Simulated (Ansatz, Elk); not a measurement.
# Bonding as seen by X-rays: ZnGaGeH, part 2 of 2

Structure refinements treat a crystal as free atoms side by side. For a made-up structure of ZnGaGeH (cell and positions from a PBE relaxation) the runs below show what the calculated density changes in F(hkl).

Elk 11.2.3 (patched build); all-electron DFT.

So far: Set-up; Ground state and structure factors; The highest occupied states alone.

The structure was built from a prototype and need not be the compound's stable phase.

## Step 4: Another functional

Level of this step: DFT, PBEsol, all-electron APW+lo, Dirac cores, scalar-relativistic bands, static density, no spin (Elk).

The difference from free atoms is small, so it is set against the change that PBEsol makes.

Contents of elk.in:

```
tasks
  0
  195

xctype
  22

spinpol
  .false.

rgkmax
  7.0

gmaxvr
  14.0

lmaxo
  7

lmaxapw
  8

swidth
  0.002

tshift
  .false.

ramdisk
  .false.

hmaxvr
  5.5

maxscl
  120

epspot
  1e-06

sppath
  './'

avec
  7.48720329002 -0.00000000000 0.00000000000
  -3.74360164501 6.48410825246 -0.00000000000
  0.00000000000 -0.00000000000 9.82705312189

atoms
  4
  'Ge.in'
  1
  0.6666666667 0.3333333333 0.3451437895   0.000000 0.000000 0.000000
  'Ga.in'
  1
  0.0000000000 0.0000000000 0.5690865690   0.000000 0.000000 0.000000
  'Zn.in'
  1
  0.3333333333 0.6666666667 1.1075035595   0.000000 0.000000 0.000000
  'H.in'
  1
  -0.0000000000 -0.0000000000 0.8813660820   0.000000 0.000000 0.000000

ngridk
  7 7 5
```

Command:

```bash
$ OMP_NUM_THREADS=4 elk
```

Numbers of over 12 decimals in the logs are rounded to 6 here.

The program printed:

```text
┌─────────────────────────┐
│ Elk code version 11.2.3 │
└─────────────────────────┘

All units are atomic (Hartree, Bohr, etc.)

┌─────────────────────────────────────────────────┐
│ Ground-state run starting from atomic densities │
└─────────────────────────────────────────────────┘

Lattice vectors :
   7.487203290      -0.000000000       0.000000000
  -3.743601645       6.484108252      -0.000000000
   0.000000000      -0.000000000       9.827053122

Reciprocal lattice vectors :
  0.8391898902      0.4845065090       0.000000000
[...]
species : 3 (Zn)
   atom 1                    :    28.78944425     (  0.8185792877E-04)
  species : 4 (H)
   atom 1                    :   0.5034361064     (   0.000000000    )
 total in muffin-tins        :    88.45512768
 total calculated charge     :    93.98974663
 total charge                :    94.00000000
 error                       :   0.1025337403E-01

┌──────────────────────────────┐
│ Self-consistent loop stopped │
└──────────────────────────────┘

Warning : core states of species 1 leak from the muffin-tin :   0.3407819415E-03

Warning : core states of species 2 leak from the muffin-tin :   0.9834883745E-02

Wrote STATE.OUT
[key lines of the parts left out:]
total energy                :     -5835.4560701724
```

It took 50 s on 4 threads of Intel Xeon Platinum 8375C at 2.90GHz (Ice Lake), shared host; peak memory 0.17 GiB.

Against the first run R = 0.02 %; the largest change is -0.028 at 110.

## Step 5: Basis size

The basis and the expansions that go with it are enlarged, to see whether the differences are converged.

Changes to elk.in since step 4:

```diff
@@ -5,3 +5,3 @@
 xctype
-  22
+  20
 
@@ -11,12 +11,12 @@
 rgkmax
-  7.0
+  8.5
 
 gmaxvr
-  14.0
+  18.0
 
 lmaxo
-  7
+  9
 
 lmaxapw
-  8
+  10
```

Command:

```bash
$ OMP_NUM_THREADS=4 elk
```

The program printed:

```text
┌─────────────────────────┐
│ Elk code version 11.2.3 │
└─────────────────────────┘

All units are atomic (Hartree, Bohr, etc.)

┌─────────────────────────────────────────────────┐
│ Ground-state run starting from atomic densities │
└─────────────────────────────────────────────────┘

Lattice vectors :
   7.487203290      -0.000000000       0.000000000
  -3.743601645       6.484108252      -0.000000000
   0.000000000      -0.000000000       9.827053122

Reciprocal lattice vectors :
  0.8391898902      0.4845065090       0.000000000
[...]
species : 3 (Zn)
   atom 1                    :    28.78997948     (  0.8032433024E-04)
  species : 4 (H)
   atom 1                    :   0.5205831059     (   0.000000000    )
 total in muffin-tins        :    88.48919555
 total calculated charge     :    93.98990668
 total charge                :    94.00000000
 error                       :   0.1009332375E-01

┌──────────────────────────────┐
│ Self-consistent loop stopped │
└──────────────────────────────┘

Warning : core states of species 1 leak from the muffin-tin :   0.3364690204E-03

Warning : core states of species 2 leak from the muffin-tin :   0.9709021514E-02

Wrote STATE.OUT
[key lines of the parts left out:]
total energy                :     -5839.8742317914
```

Elapsed: 2.5 min, on 4 threads; peak memory 0.32 GiB.

Against the first run R = 0.01 %; the largest change is -0.008 at 302.

## Step 6: Basis size

A smaller basis shows how fast F responds to it; the change is likely larger than the basis error of the first run, but doesn't show convergence.

Changes to elk.in since step 5:

```diff
@@ -11,12 +11,12 @@
 rgkmax
-  8.5
+  5.5
 
 gmaxvr
-  18.0
+  14.0
 
 lmaxo
-  9
+  7
 
 lmaxapw
-  10
+  8
```

Command:

```bash
$ OMP_NUM_THREADS=4 elk
```

The program printed:

```text
┌─────────────────────────┐
│ Elk code version 11.2.3 │
└─────────────────────────┘

All units are atomic (Hartree, Bohr, etc.)

┌─────────────────────────────────────────────────┐
│ Ground-state run starting from atomic densities │
└─────────────────────────────────────────────────┘

Lattice vectors :
   7.487203290      -0.000000000       0.000000000
  -3.743601645       6.484108252      -0.000000000
   0.000000000      -0.000000000       9.827053122

Reciprocal lattice vectors :
  0.8391898902      0.4845065090       0.000000000
[...]
species : 3 (Zn)
   atom 1                    :    28.77931283     (  0.8032822522E-04)
  species : 4 (H)
   atom 1                    :   0.5076534756     (   0.000000000    )
 total in muffin-tins        :    88.40253395
 total calculated charge     :    93.98980662
 total charge                :    94.00000000
 error                       :   0.1019337581E-01

┌──────────────────────────────┐
│ Self-consistent loop stopped │
└──────────────────────────────┘

Warning : core states of species 1 leak from the muffin-tin :   0.3367256191E-03

Warning : core states of species 2 leak from the muffin-tin :   0.9795258731E-02

Wrote STATE.OUT
[key lines of the parts left out:]
total energy                :     -5839.7314752305
```

Run time: 30 s. Hardware: 4 threads; peak memory 0.17 GiB.

Against the first run R = 0.03 %; the largest change is +0.037 at 032.

## Step 7: Settings against the effect

```csv
run,R against the first run (%),"R against neutral atoms, low angle (%)",wall time
"PBE, rgkmax 7",0.00,0.73,52 s
PBEsol,0.02,0.74,50 s
rgkmax 8.5 with larger expansions,0.01,0.73,2.5 min
rgkmax 5.5,0.03,0.73,30 s
```

## Step 8: Outcome

| Item | Value |
| --- | --- |
| R against neutral atoms, sin θ/λ < 0.3 Å⁻¹ | 0.73 % |
| R against neutral atoms, 0.3 to 0.82 Å⁻¹ | 0.24 % |

What this shows: Independent neutral atoms miss the calculated amplitudes by R = 0.73 % below 0.3 Å⁻¹ and 0.24 % from there to 0.82 Å⁻¹; by shells, 2.34 % below 0.15 Å⁻¹ (2 forms), 0.66 % 0.15 to 0.3 (9 forms), 0.39 % 0.3 to 0.45 (21 forms), 0.20 % above 0.45 (117 forms). Bonding, aspherical density and the tables' own atoms all enter these figures, and the runs don't part them. The largest change of an amplitude is -0.39 electrons, at 110. R counts amplitudes alone; phases shift too. Weak lines can change much in proportion: 100 goes from 1.35 to 1.62. The window's part falls from 20.0 electrons at the origin to at most 3.12 between 0.45 and 0.82 Å⁻¹, where compact states inside the window still scatter. Below 0.3 Å⁻¹ the changes that finished (PBEsol, rgkmax 8.5 with larger expansions and rgkmax 5.5) move F by R = 0.03 % at most, against the 0.73 % that separates it from free atoms. The k-mesh has no finished test. Part of the difference isn't bonding: the tables are fits to free atoms and ions calculated by other methods than this functional. Thermal motion, anomalous dispersion and extinction are left out.

[Logs are printed without paths, hosts, clocks, repeated set-up lines and the standing remarks that a program may print on its own settings, such as how far it seeks lower states.]

[Hosts, paths, dates, database ids (printed as entryN), source tags and the programs' standing remarks are cut or masked in the printed files.]
